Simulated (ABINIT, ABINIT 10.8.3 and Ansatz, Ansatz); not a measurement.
# Excitons of TiNF (Pmmn) on ever denser meshes

How far does the k mesh set the exciton binding of TiNF (Pmmn)?

Method: LDA and many-body steps on it, plane waves, in ABINIT 10.8.3 and Ansatz 0.2.0.

### Step 1. The starting structure

It takes space group Pmmn (No. 59, orthorhombic). Conventional cell: a = 3.062 Å, b = 3.964 Å, c = 7.871 Å, α = 90.00°, β = 90.00°, γ = 90.00°. Ti has 4 N at 2.01 Å and 2 F at 2.04 Å nearest. Nearest to N lie 4 Ti at 2.01 Å. Nearest to F lie 2 Ti at 2.04 Å. Farther neighbours and most contacts between anions are not listed.

The cell and positions are those that the Materials Project relaxed with its own functionals (PBE, PBE+U or r2SCAN), kept fixed.

### Step 2. Empty states on the mesh, 4×2×1 mesh, 76 bands

This step: ABINIT 10.8.3; DFT, LDA, plane waves, norm-conserving pseudopotentials.

The sums over transitions need many empty states on a uniform mesh; this step solves for them.

run.abi

```
acell 3*1.0 Angstrom
rprim 
  3.062004000000 0.000000000000 0.000000000000
  0.000000000000 3.964387000000 0.000000000000
  0.000000000000 0.000000000000 7.870826000000
ntypat 3
znucl 22 7 9
natom 6
typat 1 1 2 2 3 3
xred 
  0.500000000000 0.000000000000 0.895914000000
  0.000000000000 0.500000000000 0.104086000000
  0.500000000000 0.500000000000 0.939316000000
  0.000000000000 0.000000000000 0.060684000000
  0.000000000000 0.000000000000 0.724624000000
  0.500000000000 0.500000000000 0.275376000000
pp_dirpath "pseudos"
pseudos "Ti.upf, N.upf, F.upf"
ecut 38
ngkpt 4 2 1
nshiftk 1
shiftk 0 0 0
kptopt 1
chksymbreak 0
iscf -2
irdden 1
istwfk *1
nband 76
nbdbuf 6
tolwfr 1e-09
nstep 60
prtvol 0
indata_prefix "in"
outdata_prefix "out"
tmpdata_prefix "tmp"
```

Run with:

```
$ OMP_NUM_THREADS=1 mpirun -n 4 abinit run.abi > log
```

Numbers of over 12 decimals in the logs are rounded to 6 here.

What it wrote:

```text
.Version 10.8.3 of ABINIT. v10.8.2 released Aug 2026.

 Symmetries : space group Pm m n (# 59); Bravais oP (primitive ortho.)
[... echo of the input left out ...]
== DATASET  1 ==================================================================
-   mpi_nproc: 4, omp_nthreads: 1 (-1 if OMP is not activated)

--- !DatasetInfo
iteration_state: {dtset: 1, }
dimensions: {natom: 6, nkpt: 6, mband: 76, nsppol: 1, nspinor: 1, nspden: 1, mpw: 7264, }
cutoff_energies: {ecut:  38.0, pawecutdg:  -1.0, }
[...]
0.95037    0.96481    0.98246    0.98783    0.99209    1.01462    1.07154    1.07616
   1.13915    1.17865    1.17974    1.19186    1.21678    1.23468    1.24439    1.24678
   1.26111    1.27650    1.30378    1.31075
 prteigrs : prtvol=0 or 1, do not print more k-points.

== END DATASET(S) ==============================================================
================================================================================

 -outvars: echo values of variables after computation  --------
            nband          76
             nkpt           6
          spgroup          59
 [... the other variables as echoed above ...]

 Calculation completed.
```

Elapsed: 34 s, on 4 MPI ranks of Arm Neoverse V1, shared host; peak memory 0.35 GiB; 2.3 min of CPU time.

This step gave:

- gap: 0.6504 eV
- k of the valence top: 0, 0, 0
- k of the conduction bottom: 0, 0, 0
- least direct gap: 0.6504 eV
- k points computed: 6
- lowest point of the top converged band, above the valence top: 28.99 eV

On this mesh the gap is 0.650 eV.

The density comes from a self-consistent run that is not shown.

### Step 3. Screening, 4×2×1 mesh, 70 bands, screening to 98 eV

The RPA dielectric matrix is built and inverted for each q.

This step: RPA screening on LDA, plane waves, norm-conserving pseudopotentials.

run.abi, as its differences from that of step 2:

```diff
@@ -24,10 +24,11 @@
 chksymbreak 0
-iscf -2
-irdden 1
 istwfk *1
-nband 76
-nbdbuf 6
-tolwfr 1e-09
-nstep 60
-prtvol 0
+occopt 1
+irdwfk 1
+optdriver 3
+nband 70
+ecuteps 3.6
+inclvkb 2
+awtr 1
+symchi 1
 indata_prefix "in"
```

What it wrote:

```text
.Version 10.8.3 of ABINIT. v10.8.2 released Aug 2026.

 Symmetries : space group Pm m n (# 59); Bravais oP (primitive ortho.)
[... echo of the input left out ...]
== DATASET  1 ==================================================================
-   mpi_nproc: 4, omp_nthreads: 1 (-1 if OMP is not activated)

--- !DatasetInfo
iteration_state: {dtset: 1, }
dimensions: {natom: 6, nkpt: 6, mband: 70, nsppol: 1, nspinor: 1, nspden: 1, mpw: 7264, }
cutoff_energies: {ecut:  38.0, pawecutdg:  -1.0, }
[...]
--------------------------------------------------------------------------------
[... chi0 elements left out ...]
 For q-point:  0.000010 0.000020 0.000030
  dielectric constant =  12.2066
  dielectric constant without local fields =  13.2186

  Average fulfillment of the sum rule on Im[epsilon] for q-point    1 :     39.44  [%]
[... wings left out ...]
  q-point number  2        q = ( 0.250000, 0.000000, 0.000000) [r.l.u.]
--------------------------------------------------------------------------------
[... chi0 elements left out ...]
  Average fulfillment of the sum rule on Im[epsilon] for q-point    2 :     45.73  [%]

 [... 4 further q-points ...]
```

It took 20 s on 4 MPI ranks; peak memory 1.1 GiB.

This step gave:

```yaml
eps_infinity_with_local_fields_on_this_mesh_along_the_program_s_q_direction: 12.21
the_same_without_local_fields: 13.22
plasma_frequency: 26.32 eV
plane_waves_in_the_screening_matrix: 211
```

Local fields lower ε∞ by 8 %. On a Γ-centred mesh this coarse the value itself is usually too large, while a short band sum pulls it down.

### Step 4. Self-energy, 4×2×1 mesh, 70 bands, screening to 98 eV

The self-energy is evaluated for the states that the input lists, and the levels follow from it, in one-shot runs by the linearised quasiparticle equation.

This step: G0W0 on LDA, plane waves, norm-conserving pseudopotentials.

run.abi, as its differences from that of step 3:

```diff
@@ -27,8 +27,15 @@
 irdwfk 1
-optdriver 3
+optdriver 4
 nband 70
+gwcalctyp 0
+ecutsigx 38
+symsigma 1
+nkptgw 1
+kptgw 
+  0.0000000000 0.0000000000 0.0000000000
+bdgw 
+  23 26
 ecuteps 3.6
-inclvkb 2
-awtr 1
-symchi 1
+irdscr 1
+ppmodel 1
 indata_prefix "in"
```

What it wrote:

```text
.Version 10.8.3 of ABINIT. v10.8.2 released Aug 2026.

 Symmetries : space group Pm m n (# 59); Bravais oP (primitive ortho.)
[... echo of the input left out ...]
== DATASET  1 ==================================================================
-   mpi_nproc: 4, omp_nthreads: 1 (-1 if OMP is not activated)

--- !DatasetInfo
iteration_state: {dtset: 1, }
dimensions: {natom: 6, nkpt: 6, mband: 70, nsppol: 1, nspinor: 1, nspden: 1, mpw: 7264, }
cutoff_energies: {ecut:  38.0, pawecutdg:  -1.0, }
[...]
24   2.090 -18.198 -20.429   3.332   0.743  -0.345 -17.379   0.819   2.909
       25   2.741 -19.714 -12.313  -4.999   0.742  -0.347 -17.931   1.784   4.524
       26   3.491 -20.364 -12.138  -5.690   0.735  -0.361 -18.501   1.863   5.354

== END DATASET(S) ==============================================================
================================================================================

 -outvars: echo values of variables after computation  --------
           etotal      0.0000000000E+00
            nband          70
             nkpt           6
          spgroup          59
 [... the other variables as echoed above ...]

 Calculation completed.
```

It took 5.3 s on 4 MPI ranks; peak memory 0.25 GiB.

Numbers from this step:

```
G0W0 gap on the points computed              : 1.615 eV
starting gap on the mesh                     : 0.6504 eV
k of the valence top                         : 0, 0, 0
k of the conduction bottom                   : 0, 0, 0
least direct G0W0 gap on the computed points : 1.615 eV
```

The gap on the mesh goes from 0.65 eV to 1.62 eV, a correction of +0.96 eV.

The gap opens by 0.965 eV; the next steps shift the empty bands rigidly by 0.965 eV.

### Step 5. Excitons

Optical absorption needs the electron-hole interaction, solved here in a basis of vertical transitions on the mesh.

This step: Bethe-Salpeter equation on LDA with a scissors shift, plane waves, norm-conserving pseudopotentials.

run.abi, as its differences from that of step 4:

```diff
@@ -27,15 +27,17 @@
 irdwfk 1
-optdriver 4
-nband 70
-gwcalctyp 0
-ecutsigx 38
-symsigma 1
-nkptgw 1
-kptgw 
-  0.0000000000 0.0000000000 0.0000000000
-bdgw 
-  23 26
+optdriver 99
+bs_calctype 1
+mbpt_sciss 0.965 eV
+bs_loband 17
+nband 35
+bs_exchange_term 1
+bs_coulomb_term 11
+bs_coupling 0
+bs_algorithm 1
+bs_freq_mesh 0 8 0.05 eV
+zcut 0.15 eV
 ecuteps 3.6
+ecutwfn 19
+inclvkb 2
 irdscr 1
-ppmodel 1
 indata_prefix "in"
```

What it wrote:

```text
.Version 10.8.3 of ABINIT. v10.8.2 released Aug 2026.

 Symmetries : space group Pm m n (# 59); Bravais oP (primitive ortho.)
[... echo of the input left out ...]
== DATASET  1 ==================================================================
-   mpi_nproc: 4, omp_nthreads: 1 (-1 if OMP is not activated)

--- !DatasetInfo
iteration_state: {dtset: 1, }
dimensions: {natom: 6, nkpt: 6, mband: 35, nsppol: 1, nspinor: 1, nspden: 1, mpw: 2577, }
cutoff_energies: {ecut:  19.0, pawecutdg:  -1.0, }
electrons: {nelect:   4.80000000E+01, charge:   0.00000000E+00, occopt:   1.00000000E+00, tsmear:   1.00000000E-02, }

 Exciton: Calculation of dielectric properties by solving the Bethe-Salpeter equation
 in frequency domain and reciprocal space on a transitions basis set.
 Based on a program developed by L. Reining, V. Olevano, F. Sottile,
 S. Albrecht, and G. Onida. Incorporated in ABINIT by M. Giantomassi.

.Using double precision arithmetic ; gwpc =  8

[... cell and pseudopotentials left out ...]
--------------------------------------------------------------------------------

 ==== K-mesh for the wavefunctions ====
 Number of points in the irreducible wedge :     6
[... list of points left out ...]
 Together with  8 symmetry operations and time-reversal symmetry
 yields     8 points in the full Brillouin Zone.

 ==== Q-mesh for the screening function ====
 Number of points in the irreducible wedge :     6
[... list of points left out ...]
 Together with  8 symmetry operations and time-reversal symmetry
 yields     8 points in the full Brillouin Zone.

 vcoul_init : cutoff-mode = AUXILIARY_FUNCTION
 q-points for optical limit:   1
     1)      0.000010    0.000020    0.000030
 setmesh: FFT mesh size selected  =    18x   24x   45
          total number of points  =        19440

 ==== Fundamental parameters for the solution of the Bethe-Salpeter equation: ====
 Algorithm: Direct diagonalization.
 Dimension of the v, W matrices,  npweps  = 211
 Cutoff for the wavefunctions,    npwwfn  = 2577
 Number of k-points in the IBZ,   nkibz   = 6
 Highest empty band included,     nband   = 35
 === Spin UP ===
 Number of resonant transitions          704
 Lowest occupied state                   17
 Highest occupied state                  24
 Lowest unoccupied state                 25
 Highest unoccupied state                35
 Minimum frequency [eV]           Emin    =   0.00
 Maximum frequency [eV]           Emax    =   8.00
 Frequency step [eV]              dE      =   0.05
 Lorentzian broadening [eV]       eta     =   0.15
 RPA L0 with KS energies and KS wavefunctions
 Scissors operator energy [eV] =          0.96
 Local fields effects (v term) included
 Excitonic effects (W term) included
 Full W_GG' included
 W is read from an external SCR file
 Resonant-only calculation (Hermitian case)

 Calculating epsilon_Macro(q-->0,w), along the following directions:
 q = (  0.920926  0.000000  0.000000) [r.l.u.]
 q = (  0.000000  1.192326  0.000000) [r.l.u.]
 q = (  0.000000  0.000000  2.367224) [r.l.u.]
 q = (  0.920926  0.000000  0.000000) [r.l.u.]
 q = (  0.000000  1.192326  0.000000) [r.l.u.]
 q = (  0.000000  0.000000  2.367224) [r.l.u.]
 Number of electrons calculated from density =   47.9512; Expected =   48.0000
 average of density, n =  0.074371
 r_s =    1.4752
 omega_plasma =   26.3061 [eV]

. Writing resonant excitonic Hamiltonian on file out_BSR; file size=   0.00 [Gb].
 Direct diagonalization of the resonant excitonic Hamiltonian, Matrix size= 704
. Using LAPACK sequential version.
 Excitonic eigenvalues in eV up to n=   32
   1.04559   1.82439   2.01418   2.32414   2.33397   2.44031   3.06147   3.15456
   3.23881   3.25204   3.26273   3.26334   3.36341   3.56464   3.62034   3.62126
   3.66955   3.68494   3.68732   3.70585   3.71746   3.73012   3.73795   3.74299
   3.79236   3.81021   3.81558   3.83968   3.85333   3.85576   3.86104   3.86621

 First excitonic eigenvalue=    1.05 [eV]
 Last  excitonic eigenvalue=   20.00 [eV]

 GW  direct gap       1.62  0.00 [eV]
 EXC direct gap       1.05  0.00 [eV]
 EXC binding energy   0.57  0.00 [eV]

 Excitonic eigenvalues up to the GW energy gap [eV]
  1 (  1.05  0.00)

 Macroscopic dielectric function:
 omega [eV] <KS_RPA_nlf>  <GW_RPA_nlf>  <BSE>
   0.0000  14.4989   0.0000   8.3102   0.0000  10.4760   0.0000
   0.0500  14.5401   0.3093   8.3141   0.0245  10.4886   0.0820
   0.1000  14.6651   0.6372   8.3260   0.0492  10.5267   0.1660
   0.1500  14.8783   1.0050   8.3460   0.0744  10.5910   0.2542
   0.2000  15.1866   1.4401   8.3742   0.1005  10.6831   0.3489
   0.2500  15.5989   1.9806   8.4109   0.1275  10.8048   0.4531
   0.3000  16.1234   2.6838   8.4565   0.1560  10.9591   0.5701
   0.3500  16.7599   3.6380   8.5115   0.1862  11.1496   0.7047
   0.4000  17.4794   4.9830   8.5764   0.2185  11.3811   0.8627
   0.4500  18.1696   6.9336   8.6521   0.2535  11.6595   1.0523

 Writing KS-RPA macroscopic dielectric function without local fields to file: out_RPA_NLF_MDF
 Writing GW-RPA macroscopic dielectric function without local fields to file: out_GW_NLF_MDF
 Writing EXC Macroscopic dielectric function to file: out_EXC_MDF

== END DATASET(S) ==============================================================
================================================================================

 -outvars: echo values of variables after computation  --------
           etotal      0.0000000000E+00
            nband          35
             nkpt           6
          spgroup          59
 [... the other variables as echoed above ...]

 Calculation completed.
```

Run time: 28 s. Hardware: 4 MPI ranks; peak memory 0.46 GiB.

This step gave:

| Quantity | Value |
| --- | --- |
| direct gap of the transition levels | 1.615 eV |
| transitions in the window | 704 |
| first strong exciton (over a fiftieth of the strongest listed) | 1.046 eV |
| lowest state | 1.046 eV |
| binding of the lowest state below the direct gap | 0.5694 eV |
| Coulomb term of one mesh cell | 0.3664 eV |

The binding is 1.6 times the screened Coulomb term of one mesh cell (0.37 eV), so it is not shown settled.

The lowest state lies at 1.046 eV, 0.569 eV under the direct gap.

Lines within 3 meV are set at the lowest of them, and the highest group, which the list may cut short, is left out. Exciton lines, with heights relative to the strongest:

```tsv
position (eV)	lines merged	oscillator strength, relative
1.046	1	100
1.824	1	20
2.014	1	0.3
2.324	1	24
2.334	1	0.0
2.440	1	0.0
3.062	1	8.3
3.155	1	0.0
3.239	1	0.1
3.252	1	0.1
3.263	2	0.0
3.363	1	0.0
3.565	1	0.0
```

The ε₂ has structure finer than the step of the table below, so its rows give means over 0.25 eV, whole bins alone (the curve runs from 0 to 7.95 eV). Peaks (eV: height): BSE 1.050: 20.0, 2.300: 5.43, 4.150: 6.20, 5.850: 5.62, 7.300: 4.11; no electron-hole interaction 1.600: 20.0, 4.600: 7.77, 6.450: 7.41; Kohn-Sham, no shift 0.650: 19.9, 3.650: 7.76, 5.500: 7.42.

Mean over the three Cartesian directions of q; broadening 0.15 eV; transition window only. Limits: finite bands, cutoff and mesh; coarse k mesh; exciton not shown settled in the k mesh. Table of ε₂ by photon energy; means over each step:

```tsv
photon energy (eV)	BSE	no electron-hole interaction	Kohn-Sham, no shift
0.25	0.470	0.129	2.20
0.50	1.36	0.297	10.7
0.75	4.61	0.576	13.7
1.00	15.8	1.20	3.97
1.25	8.30	3.27	3.56
1.50	3.06	13.0	3.92
1.75	4.26	12.1	3.52
2.00	3.48	3.69	3.54
2.25	4.45	3.97	1.42
2.50	2.91	3.72	1.70
2.75	1.39	3.88	2.05
3.00	2.06	3.18	1.90
3.25	1.79	1.39	3.99
3.50	2.70	1.90	6.88
3.75	5.48	1.98	6.64
4.00	5.61	2.10	3.31
4.25	5.19	4.42	2.66
4.50	2.56	7.19	3.76
4.75	3.06	6.20	4.08
5.00	2.90	3.06	4.08
5.25	2.60	2.78	4.50
5.50	3.18	3.89	6.72
5.75	4.88	4.11	4.66
6.00	4.08	4.02	4.36
6.25	3.29	4.87	3.46
6.50	2.52	6.64	2.77
6.75	1.75	4.49	3.45
7.00	2.16	4.33	3.90
7.25	3.64	3.31	2.92
7.50	2.89	2.80	2.84
7.75	2.09	3.57	2.49
```

### Step 6. Triplet (no exchange term)

run.abi, as its differences from that of step 5:

```diff
@@ -30,5 +30,5 @@
 mbpt_sciss 0.965 eV
-bs_loband 17
-nband 35
-bs_exchange_term 1
+bs_loband 20
+nband 30
+bs_exchange_term 0
 bs_coulomb_term 11
@@ -36,3 +36,3 @@
 bs_algorithm 1
-bs_freq_mesh 0 8 0.05 eV
+bs_freq_mesh 0 6 0.05 eV
 zcut 0.15 eV
```

What it wrote:

```text
.Version 10.8.3 of ABINIT. v10.8.2 released Aug 2026.

 Symmetries : space group Pm m n (# 59); Bravais oP (primitive ortho.)
[... echo of the input left out ...]
== DATASET  1 ==================================================================
-   mpi_nproc: 4, omp_nthreads: 1 (-1 if OMP is not activated)

--- !DatasetInfo
iteration_state: {dtset: 1, }
dimensions: {natom: 6, nkpt: 6, mband: 30, nsppol: 1, nspinor: 1, nspden: 1, mpw: 2577, }
cutoff_energies: {ecut:  19.0, pawecutdg:  -1.0, }
electrons: {nelect:   4.80000000E+01, charge:   0.00000000E+00, occopt:   1.00000000E+00, tsmear:   1.00000000E-02, }

 Exciton: Calculation of dielectric properties by solving the Bethe-Salpeter equation
 in frequency domain and reciprocal space on a transitions basis set.
 Based on a program developed by L. Reining, V. Olevano, F. Sottile,
 S. Albrecht, and G. Onida. Incorporated in ABINIT by M. Giantomassi.

.Using double precision arithmetic ; gwpc =  8

[... cell and pseudopotentials left out ...]
--------------------------------------------------------------------------------

 ==== K-mesh for the wavefunctions ====
 Number of points in the irreducible wedge :     6
[... list of points left out ...]
 Together with  8 symmetry operations and time-reversal symmetry
 yields     8 points in the full Brillouin Zone.

 ==== Q-mesh for the screening function ====
 Number of points in the irreducible wedge :     6
[... list of points left out ...]
 Together with  8 symmetry operations and time-reversal symmetry
 yields     8 points in the full Brillouin Zone.

 vcoul_init : cutoff-mode = AUXILIARY_FUNCTION
 q-points for optical limit:   1
     1)      0.000010    0.000020    0.000030
 setmesh: FFT mesh size selected  =    18x   24x   45
          total number of points  =        19440
[...]
q = (  0.000000  0.000000  2.367224) [r.l.u.]
 Number of electrons calculated from density =   47.9512; Expected =   48.0000
 average of density, n =  0.074371
 r_s =    1.4752
 omega_plasma =   26.3061 [eV]

. Writing resonant excitonic Hamiltonian on file out_BSR; file size=   0.00 [Gb].
 Direct diagonalization of the resonant excitonic Hamiltonian, Matrix size= 240
. Using LAPACK sequential version.
 Excitonic eigenvalues in eV up to n=   32
   1.02705   1.82124   1.99922   2.29850   2.31445   2.43118   3.02100   3.04132
   3.13327   3.21193   3.21299   3.21625   3.21849   3.54238   3.54313   3.61112
   3.61170   3.63007   3.65662   3.66342   3.69637   3.70036   3.70336   3.70903
   3.71066   3.71244   3.76686   3.79692   3.81282   3.81948   3.82196   3.82703

 First excitonic eigenvalue=    1.03 [eV]
 Last  excitonic eigenvalue=    7.93 [eV]

 GW  direct gap       1.62  0.00 [eV]
 EXC direct gap       1.03  0.00 [eV]
 EXC binding energy   0.59  0.00 [eV]

 Excitonic eigenvalues up to the GW energy gap [eV]
  1 (  1.03  0.00)

 Macroscopic dielectric function:
 omega [eV] <KS_RPA_nlf>  <GW_RPA_nlf>  <BSE>
   0.0000  12.9833   0.0000   7.0009   0.0000   9.5909   0.0000
   0.0500  13.0244   0.3086   7.0048   0.0241   9.6041   0.0861
   0.1000  13.1491   0.6359   7.0165   0.0484   9.6440   0.1745
[...]
0.4000  15.9567   4.9776   7.2628   0.2153  10.5418   0.9162
   0.4500  16.6449   6.9274   7.3373   0.2498  10.8357   1.1215

 Writing KS-RPA macroscopic dielectric function without local fields to file: out_RPA_NLF_MDF
 Writing GW-RPA macroscopic dielectric function without local fields to file: out_GW_NLF_MDF
 Writing EXC Macroscopic dielectric function to file: out_EXC_MDF

== END DATASET(S) ==============================================================
================================================================================

 -outvars: echo values of variables after computation  --------
           etotal      0.0000000000E+00
            nband          30
             nkpt           6
          spgroup          59
 [... the other variables as echoed above ...]

 Calculation completed.
```

Run time: 7.4 s. Hardware: 4 MPI ranks; peak memory 0.37 GiB; 29 s of CPU time.

The lowest triplet lies at 1.027 eV; without spin-orbit coupling triplets are dark, so no spectrum is read.

(Continued in part 2 of 3.)

[Paths, hosts, dates, memory and timing lines, banners, echoed tables and standing remarks are left out of the program output.]

[Logs are printed without paths, hosts, clocks, repeated set-up lines and the standing remarks that a program may print on its own settings, such as how far it seeks lower states.]

[Runs of the session that timed out or met a known fault of the program may be left out.]

[Hosts, paths, dates, database ids (printed as entryN), source tags and the programs' standing remarks are cut or masked in the printed files.]

[G0W0 gaps are taken among the corrected bands and points alone; a level outside them can change the order at an edge.]

[Where Ansatz stands beside ABINIT at settings called matched, ABINIT's density can come from a denser mesh and the files from another edition; pairs whose starting gaps differed by over 0.03 eV were left out, so agreement reads better than it is.]
